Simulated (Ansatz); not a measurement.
# Lattice dynamics of YRh (Pm-3m), part 2 of 2

The cell of YRh (Pm-3m) is at rest. What are its phonons? After the zone centre comes a 4×4×4 q mesh on a 12×12×12 k mesh.

Ansatz 0.2.0; DFT PBEsol, scalar-relativistic, plane waves, PAW; PAW set soft_1.

So far. Step 2 (Zone-centre response): Before it was imposed, the acoustic sum rule was missed by 3.5e-5 eV/Å². Small misses are needed for a sound result but don't prove that mesh and cutoff are converged. The lowest optical mode is real, 146 cm⁻¹.

## Step 3: Response at finite wavevector

Stability and thermal properties need the whole zone. Linear response on a 4×4×4 q mesh gives force constants as far as a supercell of that size would.

input.yaml reads:

```yaml
crystal:
  lattice:
    - [3.3834636032, 0.0, 0.0]
    - [0.0, 3.3834636032, 0.0]
    - [0.0, 0.0, 3.3834636032]
  atoms:
    - { symbol: "Y", position: [0.5, 0.5, 0.5] }
    - { symbol: Rh, position: [0.0, 0.0, 0.0] }
kpoints:
  mp_grid: { grid: [12, 12, 12] }
hamiltonian:
  xc: pbesol
  pseudopotentials: { kind: paw, azcp: { folder: soft_1 }, xc_functional: pbe }
scf:
  occupations: { method: methfessel_paxton, width: 0.2 }
output:
  eigenvalues: true
phonons:
  method: dfpt
  qmesh: [4, 4, 4]
  temperatures: { t_max: 1000, t_step: 50 }
  qpath:
    path:
      - [[0.0, 0.0, 0.0], [0.0, 0.5, 0.0], [0.5, 0.5, 0.0], [0.0, 0.0, 0.0], [0.5, 0.5, 0.5], [0.0, 0.5, 0.0]]
      - [[0.5, 0.5, 0.5], [0.5, 0.5, 0.0]]
    npoints: 10
```

Run with:

```sh
ansatz run input.yaml --threads 4 --pin off --max-ram 10240MiB --backend cpu --events-out ev --progress --plain --runs-dir out
```

Numbers of over 12 decimals in the logs are rounded to 6 here.

What it wrote:

```text
[...]
Crystal: 2 atoms, lattice volume = 38.733 Å³
Basis set: ecut = 420 eV, 739 PW (Γ), exchange–correlation on 48×48×48 points (8 copies of the dense FFT grid, shifted against one another)
Bands: 18, of which v1, the nominal top of the filled ones, is band 14 counted from 1 (13 counted from 0)
Symmetry: 48 space group operations
k-points: 84 of 1728
[...]
SCF iter   1: F=—  HF=-10140.534860 eV  |F-HF|=—  |Δ(HF+E_count)|=         —  Δρ=2.65e-1  dr2=4.53e1  ethr=3.10e-3  ⟨swp⟩=4.1  Hψ=6006  notcnv=0
[...]
SCF iter  10: F=-10135.488067 eV  HF=-10135.488067 eV  |F-HF|=7.28e-12  |Δ(HF+E_count)|=  1.09e-11  S|Δr|=    0.00e0  Δρ=2.86e-8  dr2=3.33e-13  ethr=1.00e-12  ⟨swp⟩=10.4  Hψ=8469  notcnv=0
SCF 1 converged in 10 iterations: F = -10135.488067 eV  dr2 = 3.33e-13
[...]
iter 1 solved again at ethr=2.49e-8 eV; its pass at ethr=3.10e-3 eV (dr2=6.97e-6 eV) is discarded
SCF iter   1: F=—  HF=-10135.488067 eV  |F-HF|=—  |Δ(HF+E_count)|=         —  Δρ=6.53e-7  dr2=1.47e-10  ethr=2.49e-8  ⟨swp⟩=3.0  Hψ=10329  notcnv=0
eigensolver tolerance schedule: the retry pair's looser diagonalisation over-reported the residual by 47269.02 of it (diagonalisation noise at 0.61 of the residual, at the tolerance the schedule requests for it); recorded, not acted on — ethr = c·dr2/N_el stays at c = 1.0e-1
[...]
SCF iter   2: F=—  HF=-10135.488067 eV  |F-HF|=—  |Δ(HF+E_count)|=   3.05e-7  S|Δr|=    0.00e0  Δρ=4.98e-7  dr2=9.51e-11  ethr=1.00e-12  ⟨swp⟩=3.1  Hψ=3231  notcnv=0
[...]
SCF iter   6: F=-10135.488067 eV  HF=-10135.488067 eV  |F-HF|=3.64e-12  |Δ(HF+E_count)|=    0.00e0  S|Δr|=    0.00e0  Δρ=1.23e-7  dr2=5.43e-12  ethr=1.00e-12  ⟨swp⟩=1.0  Hψ=3360  notcnv=0
SCF 2 converged in 6 iterations: F = -10135.488067 eV  dr2 = 5.43e-12
phonons: the bands overlap, so this run is a metal and interpolates without the dipole-dipole term. If the crystal is really an insulator or semiconductor, its LO-TO splitting is missing
NSCF: frozen V_eff on 84 k-points
[...]
DFPT response loops at q = (0, 0, 0) (fractional): preconditioner auto → Kerker (q_TF=auto, 2.585 Å⁻¹) (partly filled bands, converged f_vac=0.000); β = 1.00, the filter's whole step (`scf.mixing.beta` (0.50) is not read by the response loops under this deck's `scf.mixing.preconditioner`; to damp them name `kerker` or `kerker_dos`, under which they read `scf.mixing.beta`, and type it under 1.00, their step now; both keys bind the ground state too); Broyden in place of MSR1
[...]
SCF converged after 10 iterations
[...]
Free energy (F): -10135.488067 eV
[...]
Internal energy: -10135.485312 eV  (E = F + TS)
E sigma→0 (E₀):  -10135.487378 eV
Entropy (-TS):   -0.002755 eV (-1.378 meV/atom)
Fermi energy:    15.923460 eV
[...]
--- Band table (eV; the first three rows and the last of 84) ---
  k-point 0: bands = [... 10 lower, 11.9025, 14.2214, 14.2214, 14.2214, 18.1841, 18.1841, 21.9983, 21.9983, ... 4 higher]
  k-point 1: bands = [... 10 lower, 11.9954, 14.2082, 14.2082, 14.2429, 18.0699, 18.2243, 21.3854, 21.3854, ... 4 higher]
  k-point 2: bands = [... 10 lower, 12.2521, 14.1749, 14.1749, 14.3027, 17.7527, 18.2818, 20.4109, 20.4109, ... 4 higher]
  k-point 83: bands = [... 10 lower, 13.4745, 14.8626, 14.8626, 14.8626, 15.2845, 15.2845, 20.9917, 22.9638, ... 4 higher]
--- Phonons (Γ-DFPT): 2 representative perturbations + reference (Σ response iterations 6) ---
  ASR residual: 4.120e-5 → 0.000e0 eV/Å²; symmetrization residual: 2.304e-5 eV/Å²
  ASR residual per site (eV/Å²): 4.12e-5 3.61e-5
  Γ frequencies (cm⁻¹): 0.00 0.00 0.00 145.79 145.79 145.79
--- Phonons (arbitrary-q DFPT): 10 irreducible q on the 4×4×4 mesh ---
  q = [0.0000, 0.0000, 0.0000] (star 1, of the zone-centre solve; hermiticity 1.24e-5, symmetrization 3.25e-12): -0.00 0.00 0.00 145.79 145.79 145.79
  q = [0.0000, 0.0000, 0.2500] (star 6, 4 solved perturbations in 1848 linear systems a pass and spin channel, the states on 588 of 1728 k-point pairs; hermiticity 3.73e-6, symmetrization 6.80e-13): 52.47 52.47 95.24 134.13 134.13 181.02
[...]
q = [0.0000, 0.2500, -0.5000] (star 12, 6 solved perturbations on 588 of 1728 k-point pairs; hermiticity 4.93e-6, symmetrization 7.35e-8): 91.29 101.10 102.63 115.77 159.11 203.23
[...]
sum rule: each row above includes the acoustic sum rule's correction from the zone centre's row sums; it moved no ω² by more than (0.35 cm⁻¹)²
  mesh force constants: q→R imaginary residual 1.50e-18; ASR residual 4.120e-5 → 0.000e0 eV/Å²; symmetrization residual 3.553e-15 eV/Å²
  interpolated dispersion: 62 rows × 6 modes
  density of states and harmonic sums: on the 20×20×20 q-mesh, interpolated from the force constants of a 4×4×4 supercell (no non-analytic term)
  largest difference from the sums on the solved wave vectors: F 1.23e-2 eV, S 1.63e-5 and C_V 4.01e-6 eV/K
  zero-point energy: 0.047498 eV/cell   skipped modes (ω ≤ 0): 3   left out of the sums: 6.25e-5 of the cell's modes: C_V's classical limit lies that fraction below 3 k_B per atom; for a crystal, a wire or a layer, F and S can be off by more, and a phonons.interpolated_qmesh denser along its periods is the remedy for the sampling
```

The job ended after 7.8 min (4 threads of Arm Neoverse N1, shared host; peak memory 1.9 GiB; 30 min of CPU time).

This step gave:

| Item | Value |
| --- | --- |
| sum-rule residual before enforcement | 4.12e-5 eV/Å² |
| lowest frequency on the path | 0 cm⁻¹ |
| highest frequency on the path or at a solved wavevector | 208.0 cm⁻¹ |
| mean frequency | 127.7 cm⁻¹ |
| Debye temperature (second moment) | 249 K |
| logarithmic mean frequency | 120.9 cm⁻¹ |
| lowest mode on the q mesh (acoustic modes at Γ apart) | 52.47 cm⁻¹ |
| zero-point energy per atom | 23.75 meV |
| heat capacity at 300 K | 24.11 J/(mol atoms K) |
| vibrational entropy at 300 K | 38.96 J/(mol atoms K) |

Frequencies (cm⁻¹) solved at each irreducible wavevector; negative means imaginary. Frequencies by wavevector, by row:

| q in reciprocal lattice units | star | mode 1 | mode 2 | mode 3 | mode 4 | mode 5 | mode 6 |
| --- | --- | --- | --- | --- | --- | --- | --- |
| 0 0 0 | 1 | 0 | 0 | 0 | 145.8 | 145.8 | 145.8 |
| 0 0 0.25 | 6 | 52.5 | 52.5 | 95.2 | 134.1 | 134.1 | 181 |
| 0 0 -0.5 | 3 | 89.9 | 89.9 | 111.1 | 111.1 | 127.3 | 208 |
| 0 0.25 0.25 | 12 | 70.3 | 72.4 | 117 | 126.8 | 167.1 | 168.8 |
| 0 0.25 -0.5 | 12 | 91.3 | 101.1 | 102.6 | 115.8 | 159.1 | 203.2 |
| 0 -0.5 -0.5 | 3 | 90.9 | 95.2 | 95.2 | 116.2 | 192.1 | 192.1 |
| 0.25 0.25 0.25 | 8 | 88.7 | 88.7 | 118.1 | 158.2 | 158.2 | 165.1 |
| 0.25 0.25 -0.5 | 12 | 103.4 | 103.5 | 112 | 145.7 | 158.9 | 196.5 |
| 0.25 -0.5 -0.5 | 6 | 105.1 | 105.1 | 114 | 151 | 190.2 | 190.2 |
| -0.5 -0.5 -0.5 | 1 | 115.1 | 115.1 | 115.1 | 188.8 | 188.8 | 188.8 |

Interpolated from a 4×4×4 q mesh. Phonon branches along the path, in cm⁻¹:

| point | branch 1 | branch 2 | branch 3 | branch 4 | branch 5 | branch 6 |
| --- | --- | --- | --- | --- | --- | --- |
| Γ | 0 | 0 | 0 | 146 | 146 | 146 |
| halfway | 52 | 52 | 95 | 134 | 134 | 181 |
| X | 90 | 90 | 111 | 111 | 127 | 208 |
| halfway | 91 | 101 | 103 | 116 | 159 | 203 |
| M | 91 | 95 | 95 | 116 | 192 | 192 |
| halfway | 70 | 72 | 117 | 127 | 167 | 169 |
| Γ | 0 | 0 | 0 | 146 | 146 | 146 |
| halfway | 89 | 89 | 118 | 158 | 158 | 165 |
| R | 115 | 115 | 115 | 189 | 189 | 189 |
| halfway | 103 | 104 | 112 | 146 | 159 | 196 |
| X | 90 | 90 | 111 | 111 | 127 | 208 |
| jump to R | 115 | 115 | 115 | 189 | 189 | 189 |
| halfway | 105 | 105 | 114 | 151 | 190 | 190 |
| M | 91 | 95 | 95 | 116 | 192 | 192 |

The phonon branches as a text plot (rows in cm⁻¹):

```
    204 |      ******                                *****
    195 |     *      ****                          **         ***
    186 |    *        *  **                 *******       ****
    178 |   *        *     **            ****    **        *
    169 |           *        *          ***       **
    160 |  *                  **       **          **       *
    152 |**        *           *** *****             *       *
    143 |***                    ****                * *
    134 |   *     *           **                     * *
    126 |    *****         ***                          **
    117 |     **  ************         ****  *******  *   *******
    108 |    *  ***      **   *            **    ********* *** *
    100 |         ***** *            **  **         ****      ***
     91 |   *  ************             *              ***      *
     82 |                 ***  *
     74 |     *              *      *  *
     65 |  * *
     56 |   *                 * *    **
     48 | *                    *
     39 |                       *  **
     30 |  *                    **
     22 |**                      * *
     13 |*                       *
      4 |                         *
         Γ      X      M          Γ            R        X|R     M
```

The phonon density of states has structure finer than the step of the table below, so its rows give means over 10 cm⁻¹, whole bins alone (the curve runs from 1 to 209 cm⁻¹). Peaks (cm⁻¹: height): 113.0: 0.119, 117.0: 0.121, 189.0: 0.0666.

Tetrahedra on a 20×20×20 mesh, mean over bins of 2 cm-1. Interpolated from a 4×4×4 q mesh. Phonon density of states against wavenumber; means over each step:

| wavenumber (cm⁻¹) | phonon density of states (1/cm⁻¹/cell) |
| --- | --- |
| 10 | 1.8e-4 |
| 20 | 8.6e-4 |
| 30 | 0.00213 |
| 40 | 0.00404 |
| 50 | 0.00688 |
| 60 | 0.0110 |
| 70 | 0.0171 |
| 80 | 0.0273 |
| 90 | 0.0533 |
| 100 | 0.0652 |
| 110 | 0.0906 |
| 120 | 0.0618 |
| 130 | 0.0314 |
| 140 | 0.0332 |
| 150 | 0.0282 |
| 160 | 0.0258 |
| 170 | 0.0275 |
| 180 | 0.0341 |
| 190 | 0.0519 |
| 200 | 0.0236 |

The partial phonon density of states has structure finer than the step of the table below, so its rows give means over 5 cm⁻¹, whole bins alone (the curve runs from -10 to 224 cm⁻¹). Peaks (cm⁻¹: height): Rh 113.6: 0.0993; Y 91.5: 0.0291, 129.7: 0.0233, 145.9: 0.0283, 188.6: 0.0541.

Phonopy on the run's constants, 17x17x17 mesh, Gaussian sigma 2.0 cm-1. Interpolated from a 4×4×4 q mesh. Partial phonon density of states against wavenumber; means over each step; values in 1/cm⁻¹/cell:

| wavenumber (cm⁻¹) | Rh | Y |
| --- | --- | --- |
| -5 | 8.3e-6 | 6.7e-6 |
| 0 | 4.6e-5 | 4.5e-5 |
| 5 | 9.8e-6 | 8.5e-6 |
| 10 | 1.3e-4 | 1.2e-4 |
| 15 | 2.6e-4 | 2.3e-4 |
| 20 | 4.1e-4 | 3.4e-4 |
| 25 | 8.7e-4 | 7.4e-4 |
| 30 | 0.00123 | 0.00102 |
| 35 | 0.00156 | 0.00130 |
| 40 | 0.00251 | 0.00205 |
| 45 | 0.00265 | 0.00212 |
| 50 | 0.00384 | 0.00302 |
| 55 | 0.00524 | 0.00398 |
| 60 | 0.00633 | 0.00462 |
| 65 | 0.00794 | 0.00593 |
| 70 | 0.00967 | 0.00672 |
| 75 | 0.0129 | 0.00927 |
| 80 | 0.0158 | 0.0109 |
| 85 | 0.0199 | 0.0163 |
| 90 | 0.0279 | 0.0264 |
| 95 | 0.0385 | 0.0242 |
| 100 | 0.0492 | 0.0150 |
| 105 | 0.0591 | 0.0102 |
| 110 | 0.0824 | 0.0106 |
| 115 | 0.0953 | 0.00870 |
| 120 | 0.0499 | 0.00866 |
| 125 | 0.0165 | 0.0123 |
| 130 | 0.0157 | 0.0211 |
| 135 | 0.0131 | 0.0165 |
| 140 | 0.0113 | 0.0178 |
| 145 | 0.0110 | 0.0268 |
| 150 | 0.00558 | 0.0179 |
| 155 | 0.00669 | 0.0214 |
| 160 | 0.00375 | 0.0206 |
| 165 | 0.00352 | 0.0230 |
| 170 | 0.00369 | 0.0238 |
| 175 | 0.00249 | 0.0264 |
| 180 | 0.00297 | 0.0311 |
| 185 | 0.00283 | 0.0411 |
| 190 | 0.00345 | 0.0514 |
| 195 | 0.00218 | 0.0351 |
| 200 | 9.9e-4 | 0.0225 |
| 205 | 4.0e-4 | 0.0153 |
| 210 | 4.5e-5 | 0.00322 |
| 215 | 0 | 3.5e-5 |
| 220 | 0 | 0 |

Second derivatives of the energy by pair, one row for each kind of neighbour of each atom listed. Each entry sums the pair over the periodic images of the supercell that the q mesh stands for, and in a polar crystal it holds the long-range dipole part too. Force constants by pair, by row:

| atom | neighbour | distance (Å) | third of the trace (eV/Å²) | along the pair's line (eV/Å²) |
| --- | --- | --- | --- | --- |
| Y1 | itself | 0 | 7.643 | – |
| Y1 | Rh | 2.93 | -0.4924 | -1.224 |
| Y1 | Y | 3.383 | -0.5895 | -2.296 |
| Y1 | Y | 4.785 | 0.0141 | -0.2059 |
| Y1 | Rh | 5.611 | 0.0047 | 0.0243 |
| Y1 | Y | 5.86 | -0.0378 | -0.1289 |
| Y1 | Y | 6.767 | -0.0301 | -0.0635 |
| Y1 | Rh | 7.374 | 0.0014 | 0.0102 |
| Rh2 | itself | 0 | 4.722 | – |
| Rh2 | Y | 2.93 | -0.4924 | -1.224 |
| Rh2 | Rh | 3.383 | -0.0558 | -0.1356 |
| Rh2 | Rh | 4.785 | -0.0419 | -0.1717 |
| Rh2 | Y | 5.611 | 0.0047 | 0.0243 |
| Rh2 | Rh | 5.86 | -0.0405 | -0.1451 |
| Rh2 | Rh | 6.767 | 0.032 | 0.1105 |
| Rh2 | Y | 7.374 | 0.0014 | 0.0102 |

Harmonic thermodynamic functions per atom, from the density of states. Interpolated from a 4×4×4 q mesh. Thermodynamic functions, by row:

| T (K) | F_vib (meV/atom) | S (J/mol-atom/K) | C_V (J/mol-atom/K) |
| --- | --- | --- | --- |
| 0 | 23.75 | 0 | 0 |
| 50 | 23.11 | 4.453 | 9.841 |
| 100 | 18.15 | 14.57 | 18.8 |
| 200 | -5.24 | 29.36 | 23.13 |
| 300 | -40.95 | 38.96 | 24.11 |
| 400 | -85.12 | 45.95 | 24.47 |
| 500 | -135.7 | 51.43 | 24.64 |
| 600 | -191.4 | 55.94 | 24.73 |
| 700 | -251.4 | 59.75 | 24.79 |
| 800 | -315.1 | 63.06 | 24.82 |
| 900 | -382 | 65.99 | 24.85 |
| 1000 | -451.8 | 68.61 | 24.86 |

Harmonic mean-square displacement, third of the trace. Interpolated from a 4×4×4 q mesh. Mean square displacements, by row:

| T (K) | Y1 U_eq (Å²) | Rh2 U_eq (Å²) |
| --- | --- | --- |
| 0 | 0.00148 | 0.00162 |
| 100 | 0.00247 | 0.00292 |
| 300 | 0.0063 | 0.00775 |
| 600 | 0.01238 | 0.01531 |

Symmetry leaves 10 wavevectors to solve. The lowest mode among them, the acoustic zeros apart, lies at q = (0, 0, 0.25) and is real, 52.5 cm⁻¹.

## Step 4: What came out

- space group (within 0.01 Å): Pm-3m
- volume per atom: 19.4 Å³
- electronic character: no gap on this mesh
- highest optical mode at the zone centre (no LO-TO term): 146 cm⁻¹
- lowest optical zone-centre mode: 146 cm⁻¹
- lowest mode on the q mesh (acoustic modes at Γ apart): 52.5 cm⁻¹
- highest frequency on the path or at a solved wavevector: 208 cm⁻¹
- zero-point energy per atom: 23.8 meV
- heat capacity at 300 K: 24.1 J/(mol atoms K)
- vibrational entropy at 300 K: 39.0 J/(mol atoms K)
- Debye temperature (second moment): 249 K
- imaginary modes on the 4×4×4 q mesh: none

**Reading.** The structure is a minimum as far as tested: no mode is imaginary at the 10 irreducible wavevectors of the 4×4×4 mesh, and the softest away from the acoustic zeros lies at 52 cm⁻¹. The optical modes at Γ form one degenerate level at 146 cm⁻¹. With no gap, or one that is small against the smearing, the frequencies hang on the k mesh and the smearing, most of all near Kohn anomalies. The PAW files were made for PBE and serve the other functionals too. These are harmonic frequencies at zero temperature: anharmonic shifts, linewidths and thermal expansion are left out.

[Logs are printed without paths, hosts, clocks, repeated set-up lines and the standing remarks that a program may print on its own settings, such as how far it seeks lower states.]

[Hosts, paths, dates, database ids (printed as entryN), source tags and the programs' standing remarks are cut or masked in the printed files.]
